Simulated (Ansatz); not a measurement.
# CsBiSe3 (model cell, started as cubic perovskite with Bi in the octahedra): a soft mode frozen in, part 2 of 3

Aim: this structure of CsBiSe3 (model cell, started as cubic perovskite with Bi in the octahedra) is to be tested for unstable modes, and one is followed downhill.

Ansatz 0.2.0; DFT PBE, scalar-relativistic, plane waves, PAW; PAW set soft_1.

So far, highest frequency on the path or at a solved wavevector (cm⁻¹): step 2 (the dispersion) 146. Also lowest frequency on the path (cm⁻¹): step 2 -58.6.

The structure was built from a prototype and need not be the compound's stable phase.

## 6. Relaxation from the frozen mode

Starting from the lowest point found, all atoms and the cell are let go, so that strain and other modes of the same symmetry can join in.

File input.yaml:

```yaml
crystal:
  lattice:
    - [-5.6457865512, 0.0, 0.0]
    - [0.0, -5.6457865512, -5.6457865512]
    - [0.0, -5.6457865512, 5.6457865512]
  atoms:
    - { symbol: Cs, position: [1.0, 1.0093257566, 0.0038197149] }
    - { symbol: Cs, position: [1.0, 0.4906742434, 0.4961802851] }
    - { symbol: Bi, position: [0.5, 0.0111775617, 0.4954218086] }
    - { symbol: Bi, position: [0.5, 0.4888224383, 0.0045781914] }
    - { symbol: Se, position: [0.5, 0.25, 0.25] }
    - { symbol: Se, position: [0.5, 0.75, 0.75] }
    - { symbol: Se, position: [0.5, 0.75, 0.25] }
    - { symbol: Se, position: [0.5, 0.25, 0.75] }
    - { symbol: Se, position: [1.0, -0.0695399891, 0.5284827216] }
    - { symbol: Se, position: [1.0, 0.5695399891, -0.0284827216] }
kpoints:
  mp_grid: { grid: [6, 6, 6] }
hamiltonian:
  xc: pbe
  pseudopotentials: { kind: paw, azcp: { folder: soft_1 } }
scf:
  occupations: { method: methfessel_paxton, width: 0.2 }
output:
  forces: true
  stress: true
  eigenvalues: true
relax:
  adjacent_minimum: "off"
  f_tol: 0.002
  max_steps: 120
  cell: { stress_tol: 0.03 }
```

The run is started by

```
> ansatz run input.yaml --threads 4 --pin off --max-ram 16384MiB --backend cpu --events-out ev --progress --plain --runs-dir out
```

Numbers of over 12 decimals in the logs are rounded to 6 here.

The program printed:

```text
[...]
Crystal: 10 atoms, lattice volume = 359.918 Å³
Basis set: ecut = 420 eV, 7107 PW (Γ), exchange–correlation on 80×108×108 points (8 copies of the dense FFT grid, shifted against one another)
Bands: 87, of which v1, the nominal top of the filled ones, is band 72 counted from 1 (71 counted from 0)
Symmetry: 4 space group operations
[...]
k-points: 80 of 216
[...]
SCF iter   1: F=—  HF=-68961.047250 eV  |F-HF|=—  |Δ(HF+E_count)|=         —  Δρ=3.02e-2  dr2=9.18e0  ethr=3.10e-3  ⟨swp⟩=7.5  Hψ=28205  notcnv=0
[...]
SCF iter  10: F=-68957.797977 eV  HF=-68957.797977 eV  |F-HF|=3.91e-8  |Δ(HF+E_count)|=   3.69e-8  S|Δr|=    0.00e0  Δρ=2.37e-6  dr2=4.50e-8  ethr=6.94e-11  ⟨swp⟩=12.4  Hψ=42976  notcnv=0
SCF 1 converged in 10 iterations: F = -68957.797977 eV  dr2 = 4.50e-8
[...]
relax step   1: F+E_penalty+E_count = -68957.79797660 eV  Δ(F+E_penalty+E_count) = +0.000e0 eV  max|allowed force component| = 3.006e-1 eV/Å  Δτ_max = 0.0000 Å  P = -0.155 GPa  Ω = 359.918 Å³  (10 SCF iters, dr2 threshold 1.00e-7 eV, accepted)
Crystal: 10 atoms, lattice volume = 357.639 Å³
Basis set: ecut = 420 eV, 6975 PW (Γ), exchange–correlation on 80×108×108 points (8 copies of the dense FFT grid, shifted against one another)
[...]
SCF iter   8: F=-68957.948705 eV  HF=-68957.948706 eV  |F-HF|=7.49e-7  |Δ(HF+E_count)|=   7.67e-7  S|Δr|=    0.00e0  Δρ=8.00e-6  dr2=8.11e-7  ethr=6.94e-10  ⟨swp⟩=9.5  Hψ=37949  notcnv=0
SCF 2 converged in 8 iterations: F = -68957.948705 eV  dr2 = 8.11e-7
relax step   2: F+E_penalty+E_count = -68957.94870535 eV  Δ(F+E_penalty+E_count) = -1.507e-1 eV  max|allowed force component| = 1.225e-1 eV/Å  Δτ_max = 0.0725 Å  P = -0.180 GPa  Ω = 357.639 Å³  energy of the carried Pulay correction = +8.029e-5 eV  (8 SCF iters, dr2 threshold 1.00e-6 eV, accepted)
Crystal: 10 atoms, lattice volume = 351.378 Å³
Basis set: ecut = 420 eV, 6853 PW (Γ), exchange–correlation on 80×108×108 points (8 copies of the dense FFT grid, shifted against one another)
[...]
SCF iter   9: F=-68958.122362 eV  HF=-68958.122362 eV  |F-HF|=4.24e-7  |Δ(HF+E_count)|=   4.28e-7  S|Δr|=    0.00e0  Δρ=6.31e-6  dr2=4.23e-7  ethr=6.94e-10  ⟨swp⟩=13.0  Hψ=43673  notcnv=0
SCF 3 converged in 9 iterations: F = -68958.122362 eV  dr2 = 4.23e-7
relax step   3: F+E_penalty+E_count = -68958.12236150 eV  Δ(F+E_penalty+E_count) = -1.737e-1 eV  max|allowed force component| = 2.194e-1 eV/Å  Δτ_max = 0.1953 Å  P = +0.044 GPa  Ω = 351.378 Å³  energy of the carried Pulay correction = +3.035e-4 eV  (9 SCF iters, dr2 threshold 1.00e-6 eV, accepted)
[... from here on, the SCF cycles and remarks between the steps are left out ...]
relax step   4: F+E_penalty+E_count = -68958.30671803 eV  Δ(F+E_penalty+E_count) = -1.844e-1 eV  max|allowed force component| = 2.506e-1 eV/Å  Δτ_max = 0.1934 Å  P = +0.090 GPa  Ω = 346.636 Å³  energy of the carried Pulay correction = +4.753e-4 eV  (9 SCF iters, dr2 threshold 1.00e-6 eV, accepted)
relax step   5: F+E_penalty+E_count = -68958.49437376 eV  Δ(F+E_penalty+E_count) = -1.877e-1 eV  max|allowed force component| = 1.160e-1 eV/Å  Δτ_max = 0.1954 Å  P = -0.104 GPa  Ω = 342.609 Å³  energy of the carried Pulay correction = +6.229e-4 eV  (9 SCF iters, dr2 threshold 1.00e-6 eV, accepted)
relax step   6: F+E_penalty+E_count = -68958.61580428 eV  Δ(F+E_penalty+E_count) = -1.214e-1 eV  max|allowed force component| = 2.739e-1 eV/Å  Δτ_max = 0.1920 Å  P = -0.152 GPa  Ω = 336.357 Å³  energy of the carried Pulay correction = +8.555e-4 eV  (7 SCF iters, dr2 threshold 1.00e-6 eV, accepted)
relax step   7: F+E_penalty+E_count = -68958.56707717 eV  Δ(F+E_penalty+E_count) = +4.873e-2 eV  max|allowed force component| = 7.683e-1 eV/Å  Δτ_max = 0.1939 Å  P = -0.240 GPa  Ω = 339.130 Å³  energy of the carried Pulay correction = +7.518e-4 eV  (7 SCF iters, dr2 threshold 1.00e-6 eV, rejected (line search))
relax step   8: F+E_penalty+E_count = -68958.67747773 eV  Δ(F+E_penalty+E_count) = -6.167e-2 eV  max|allowed force component| = 3.952e-2 eV/Å  Δτ_max = 0.0945 Å  P = -0.101 GPa  Ω = 336.128 Å³  energy of the carried Pulay correction = +8.641e-4 eV  (11 SCF iters, accepted)
relax step   9: F+E_penalty+E_count = -68958.69037998 eV  Δ(F+E_penalty+E_count) = -1.290e-2 eV  max|allowed force component| = 3.773e-2 eV/Å  Δτ_max = 0.0319 Å  P = -0.023 GPa  Ω = 334.717 Å³  energy of the carried Pulay correction = +9.173e-4 eV  (6 SCF iters, dr2 threshold 4.91e-7 eV, accepted)
relax step  10: F+E_penalty+E_count = -68958.69429658 eV  Δ(F+E_penalty+E_count) = -3.917e-3 eV  max|allowed force component| = 1.510e-2 eV/Å  Δτ_max = 0.0218 Å  P = -0.036 GPa  Ω = 334.231 Å³  energy of the carried Pulay correction = +9.356e-4 eV  (6 SCF iters, dr2 threshold 1.43e-7 eV, accepted)
relax step  11: F+E_penalty+E_count = -68958.69451130 eV  Δ(F+E_penalty+E_count) = -2.147e-4 eV  max|allowed force component| = 8.171e-3 eV/Å  Δτ_max = 0.0085 Å  P = +0.045 GPa  Ω = 333.416 Å³  energy of the carried Pulay correction = +9.664e-4 eV  (7 SCF iters, dr2 threshold 1.42e-8 eV, accepted)
relax step  12: F+E_penalty+E_count = -68958.69460627 eV  Δ(F+E_penalty+E_count) = -9.497e-5 eV  max|allowed force component| = 1.545e-3 eV/Å  Δτ_max = 0.0045 Å  P = +0.003 GPa  Ω = 333.812 Å³  energy of the carried Pulay correction = +9.514e-4 eV  (6 SCF iters, dr2 threshold 8.12e-9 eV, accepted)
relax step  13: F+E_penalty+E_count = -68958.69884257 eV  Δ(F+E_penalty+E_count) = -4.236e-3 eV  max|allowed force component| = 1.595e-3 eV/Å  Δτ_max = 0.0000 Å  P = +0.033 GPa  Ω = 333.812 Å³  stress off target by 8.94e-2 GPa  SCF on the basis re-selected at this cell (its energy is not comparable with the rows above)  (9 SCF iters)
relax step  14: F+E_penalty+E_count = -68958.69903279 eV  Δ(F+E_penalty+E_count) = -1.902e-4 eV  max|allowed force component| = 1.788e-3 eV/Å  Δτ_max = 0.0025 Å  P = -0.003 GPa  Ω = 333.979 Å³  energy of the carried Pulay correction = -6.367e-6 eV  (5 SCF iters, dr2 threshold 2.00e-8 eV, accepted)
[...]
SCF iter   5: F=-68958.699039 eV  HF=-68958.699039 eV  |F-HF|=1.46e-11  |Δ(HF+E_count)|=  1.02e-10  S|Δr|=    0.00e0  Δρ=4.34e-8  dr2=8.96e-12  ethr=1.00e-12  ⟨swp⟩=6.2  Hψ=29192  notcnv=0
SCF 15 converged in 5 iterations: F = -68958.699039 eV  dr2 = 8.96e-12
relax step  15: F+E_penalty+E_count = -68958.69903928 eV  Δ(F+E_penalty+E_count) = -6.485e-6 eV  max|allowed force component| = 1.789e-3 eV/Å  Δτ_max = 0.0000 Å  P = -0.003 GPa  Ω = 333.979 Å³  stress off target by 1.09e-2 GPa  SCF on the basis re-selected at this cell (its energy is not comparable with the rows above)  (5 SCF iters)
[...]
SCF converged after 5 iterations
[...]
Free energy (F): -68958.699039 eV
[...]
Internal energy: -68958.699841 eV  (E = F + TS)
E sigma→0 (E₀):  -68958.699240 eV
Entropy (-TS):   0.000802 eV (0.080 meV/atom)
Fermi energy:    6.618373 eV
[...]
--- Forces (eV/Å), atoms counted from 1 ---
  atom   1  Cs    -0.00000000     0.00171834     0.00086126
  atom   2  Cs     0.00000000    -0.00171834    -0.00086126
  atom   3  Bi    -0.00000000     0.00175594    -0.00178947
  atom   4  Bi     0.00000000    -0.00175594     0.00178947
  atom   5  Se     0.00000000     0.00000000     0.00000000
  atom   6  Se     0.00000000     0.00000000     0.00000000
  atom   7  Se     0.00000000     0.00000000     0.00000000
  atom   8  Se    -0.00000000     0.00000000     0.00000000
  atom   9  Se    -0.00000000    -0.00077867    -0.00126007
  atom  10  Se     0.00000000     0.00077867     0.00126007
  max |Σ_I F_I| component: 1.63e-28 eV/Å
--- Stress (GPa, compression-positive) ---
       -0.003942      -0.000000       0.000000
       -0.000000       0.004632       0.005988
        0.000000       0.005988      -0.008561
  P = ⅓ Tr σ = -0.0026 GPa (-0.026 kbar)
--- Band table (eV; the first three rows and the last of 80) ---
  k-point 0: bands = [... 68 lower, 5.6016, 5.8461, 6.1643, 6.7448, 6.8964, 6.9361, 7.2048, 7.5118, ... 11 higher]
  k-point 1: bands = [... 68 lower, 5.6521, 5.7953, 5.9928, 6.5637, 6.8437, 7.0132, 7.3986, 7.8518, ... 11 higher]
  k-point 2: bands = [... 68 lower, 5.6738, 5.7754, 5.8549, 6.4990, 6.5871, 6.7375, 8.1146, 8.3527, ... 11 higher]
  k-point 79: bands = [... 68 lower, 5.3941, 5.5869, 6.5421, 6.7453, 7.1711, 7.1744, 8.2745, 8.5200, ... 11 higher]
--- Relaxed structure (13 steps of the walk, 12 accepted, 2 SCFs on fresh bases) ---
  F+E_penalty+E_count = -68958.69903928 eV   max|allowed force component| = 1.789e-3 eV/Å   (the final SCF, on the basis selected at the relaxed cell)
  cell:  # Å, volume = 333.9792 Å³
    - [-4.557243, 0.0, 0.0]
    - [0.0, -6.401255, -6.546362]
    - [0.0, -5.588402, 5.733509]
  atoms:
    - { symbol: Cs, position: [1.0, 1.036217, -0.00565213] }
    - { symbol: Cs, position: [1.0, 0.463783, 0.505652] }
    - { symbol: Bi, position: [0.5, 0.034097, 0.494109] }
    - { symbol: Bi, position: [0.5, 0.465903, 0.00589118] }
    - { symbol: Se, position: [0.5, 0.250000, 0.250000] }
    - { symbol: Se, position: [0.5, 0.750000, 0.750000] }
    - { symbol: Se, position: [0.5, 0.750000, 0.250000] }
    - { symbol: Se, position: [0.5, 0.250000, 0.750000] }
    - { symbol: Se, position: [1.0, -0.165495, 0.511109] }
    - { symbol: Se, position: [1.0, 0.665495, -0.011109] }
```

It took 13 min on 4 threads of Arm Neoverse V1, shared host; peak memory 2.1 GiB.

Relaxation path:

| step | energy less that of the first step (eV) | largest force component (eV/Å) | pressure (GPa) | volume (Å³) |
| --- | --- | --- | --- | --- |
| 1 | 0.0000 | 0.3006 | -0.15 | 359.92 |
| 2 | -0.1507 | 0.1225 | -0.18 | 357.64 |
| 3 | -0.3244 | 0.2194 | 0.04 | 351.38 |
| 4 | -0.5087 | 0.2506 | 0.09 | 346.64 |
| 5 | -0.6964 | 0.1160 | -0.10 | 342.61 |
| 6 | -0.8178 | 0.2739 | -0.15 | 336.36 |
| 7 | -0.7691 | 0.7683 | -0.24 | 339.13 |
| 8 | -0.8795 | 0.0395 | -0.10 | 336.13 |
| 9 | -0.8924 | 0.0377 | -0.02 | 334.72 |
| 10 | -0.8963 | 0.0151 | -0.04 | 334.23 |
| 11 | -0.8965 | 0.0082 | 0.05 | 333.42 |
| 12 | -0.8966 | 0.0015 | 0.00 | 333.81 |
| 13* | -0.9009 | 0.0016 | 0.03 | 333.81 |
| 14 | -0.9011 | 0.0018 | 0.00 | 333.98 |
| 15* | -0.9011 | 0.0018 | 0.00 | 333.98 |

Relaxation steps marked * repeat the geometry before them on a plane-wave basis chosen anew for their cell, so energy and pressure can jump there. Relaxation step 7 was tried and not accepted.

The run keeps the 4 symmetry operations that it works with, so distortions that break them were not tested.

| cell as run | before | after | change |
| --- | --- | --- | --- |
| a (Å) | 5.646 | 4.557 | -19.3 % |
| b (Å) | 7.984 | 9.156 | +14.7 % |
| c (Å) | 7.984 | 8.006 | +0.3 % |
| α (°) | 90.00 | 91.38 | +1.5 % |
| volume (Å³/atom) | 35.99 | 33.40 | -7.2 % |

The atoms that moved most (Å, as changes of fractional coordinates times the final cell):

```csv
atom,dx,dy,dz,length
Se10,0.000,-0.711,-0.529,0.886
Se9,0.000,0.711,0.529,0.886
Cs1,0.000,-0.119,-0.230,0.259
Cs2,0.000,0.119,0.230,0.259
Bi3,0.000,-0.139,-0.158,0.210
Bi4,0.000,0.139,0.158,0.210
```

Final coordinates:

```cif
data_structure
_symmetry_space_group_name_H-M 'P 1'
_symmetry_Int_Tables_number 1
_cell_length_a 4.5572
_cell_length_b 9.1559
_cell_length_c 8.0065
_cell_angle_alpha 91.376
_cell_angle_beta 90.000
_cell_angle_gamma 90.000
_cell_volume 333.98
loop_
_atom_site_label
_atom_site_type_symbol
_atom_site_fract_x
_atom_site_fract_y
_atom_site_fract_z
_atom_site_occupancy
Cs1 Cs 0.00000 0.03622 0.99435 1
Cs2 Cs 0.00000 0.46378 0.50565 1
Bi3 Bi 0.50000 0.03410 0.49411 1
Bi4 Bi 0.50000 0.46590 0.00589 1
Se5 Se 0.50000 0.25000 0.25000 1
Se6 Se 0.50000 0.75000 0.75000 1
Se7 Se 0.50000 0.75000 0.25000 1
Se8 Se 0.50000 0.25000 0.75000 1
Se9 Se 0.00000 0.83451 0.51111 1
Se10 Se 0.00000 0.66549 0.98889 1
```

Numbers from this step:

* pressure: -0.002624 GPa
* volume per atom: 33.40 Å³

The distorted start has space group P2/m; the relaxation ends in P2/m.

## 7. The new phase in its own primitive cell

The relaxed structure is symmetrised, reduced to its primitive cell and relaxed tightly, as its phonons need.

File input.yaml:

```yaml
crystal:
  lattice:
    - [8.0064573151, 0.0, 0.0]
    - [0.0, 4.5572433626, 0.0]
    - [-0.2199274075, 0.0, 9.1532812089]
  atoms:
    - { symbol: Cs, position: [0.7556521348, 0.0, 0.7137833986] }
    - { symbol: Cs, position: [0.2443478652, 0.0, 0.2862166014] }
    - { symbol: Bi, position: [0.2558911846, 0.5, 0.7159027933] }
    - { symbol: Bi, position: [0.7441088154, 0.5, 0.2840972067] }
    - { symbol: Se, position: [0.5, 0.5, 0.5] }
    - { symbol: Se, position: [0.0, 0.5, 0.0] }
    - { symbol: Se, position: [0.5, 0.5, 0.0] }
    - { symbol: Se, position: [0.0, 0.5, 0.5] }
    - { symbol: Se, position: [0.2388909233, 0.0, 0.9154946766] }
    - { symbol: Se, position: [0.7611090767, 0.0, 0.0845053234] }
kpoints:
  mp_grid: { grid: [6, 8, 4] }
hamiltonian:
  xc: pbe
  pseudopotentials: { kind: paw, azcp: { folder: soft_1 } }
scf:
  occupations: { method: methfessel_paxton, width: 0.2 }
output:
  forces: true
  stress: true
  eigenvalues: true
relax:
  adjacent_minimum: "off"
  f_tol: 0.001
  max_steps: 60
  cell: { stress_tol: 0.01 }
```

The program printed:

```text
[...]
Crystal: 10 atoms, lattice volume = 333.979 Å³
Basis set: ecut = 420 eV, 6559 PW (Γ), exchange–correlation on 108×64×128 points (8 copies of the dense FFT grid, shifted against one another)
Bands: 87, of which v1, the nominal top of the filled ones, is band 72 counted from 1 (71 counted from 0)
Symmetry: 4 space group operations
[...]
k-points: 70 of 192
[...]
- { symbol: Bi, position: [0.250030, 0.5, 0.717547] }
    - { symbol: Bi, position: [0.749970, 0.5, 0.282453] }
    - { symbol: Se, position: [0.500000, 0.5, 0.500000] }
    - { symbol: Se, position: [0, 0.5, 0] }
    - { symbol: Se, position: [0.5, 0.5, 0.0] }
    - { symbol: Se, position: [8.673617379884035e-19, 0.5, 0.5] }
    - { symbol: Se, position: [0.249969, -4.963310955921144e-19, 0.916608] }
    - { symbol: Se, position: [0.750031, 4.963310955921147e-19, 0.083392] }
[key lines of the parts left out:]
SCF converged after 8 iterations
Free energy (F): -68958.715598 eV
Fermi energy:    6.601381 eV
P = ⅓ Tr σ = 0.0038 GPa (0.038 kbar)
```

Wall time 6.5 min (4 threads); peak memory 1.8 GiB; 26 min of CPU time.

Step by step:

```
step  energy less that of the first step (eV)  largest force component (eV/Å)  pressure (GPa)  volume (Å³)
   1                                   0.0000                          0.0251           -0.01       333.98
   2                                  -0.0010                          0.0124           -0.01       334.00
   3                                  -0.0018                          0.0116            0.04       333.90
   4                                  -0.0020                          0.0260           -0.01       334.28
   5                                  -0.0029                          0.0133           -0.03       334.36
   6                                  -0.0031                          0.0162            0.07       333.55
   7                                  -0.0033                          0.0092            0.00       334.07
   8                                  -0.0033                          0.0058           -0.01       334.19
   9                                  -0.0033                          0.0013            0.00       334.08
  10                                  -0.0033                          0.0004            0.00       334.05
 11*                                  -0.0033                          0.0004            0.00       334.05
```

Relaxation steps marked * repeat the geometry before them on a plane-wave basis chosen anew for their cell, so energy and pressure can jump there.

Forces are held to the 4 operations that the run works with; a distortion that breaks them can't arise in this run.

```csv
cell as run,before,after,change
a (Å),8.006,7.978,-0.4 %
b (Å),4.557,4.589,+0.7 %
c (Å),9.156,9.124,-0.3 %
β (°),91.38,90.01,-1.5 %
volume (Å³/atom),33.40,33.40,+0.0 %
```

The atoms that moved most (Å, as changes of fractional coordinates times the final cell):

```csv
atom,dx,dy,dz,length
Se9,0.088,0.000,0.011,0.089
Se10,-0.088,0.000,-0.011,0.089
Bi3,-0.047,0.000,0.014,0.049
Bi4,0.047,0.000,-0.014,0.049
Cs1,-0.045,0.000,-0.012,0.046
Cs2,0.045,0.000,0.012,0.046
```

Final coordinates:

```cif
data_structure
_symmetry_space_group_name_H-M 'P 1'
_symmetry_Int_Tables_number 1
_cell_length_a 7.9776
_cell_length_b 4.5894
_cell_length_c 9.1239
_cell_angle_alpha 90.000
_cell_angle_beta 90.007
_cell_angle_gamma 90.000
_cell_volume 334.05
loop_
_atom_site_label
_atom_site_type_symbol
_atom_site_fract_x
_atom_site_fract_y
_atom_site_fract_z
_atom_site_occupancy
Cs1 Cs 0.75003 0.00000 0.71257 1
Cs2 Cs 0.24997 0.00000 0.28743 1
Bi3 Bi 0.25003 0.50000 0.71755 1
Bi4 Bi 0.74997 0.50000 0.28245 1
Se5 Se 0.50000 0.50000 0.50000 1
Se6 Se 0.00000 0.50000 0.00000 1
Se7 Se 0.50000 0.50000 0.00000 1
Se8 Se 0.00000 0.50000 0.50000 1
Se9 Se 0.24997 0.00000 0.91661 1
Se10 Se 0.75003 0.00000 0.08339 1
```

This step gave:

```
pressure : 0.003843 GPa
```

The largest force component left is 0.44 meV/Å and the pressure is 0.004 GPa, within the tolerances set. The cell now holds 33.40 Å³/atom.

[end of part 2 of 3]

[Logs are printed without paths, hosts, clocks, repeated set-up lines and the standing remarks that a program may print on its own settings, such as how far it seeks lower states.]

[Hosts, paths, dates, database ids (printed as entryN), source tags and the programs' standing remarks are cut or masked in the printed files.]
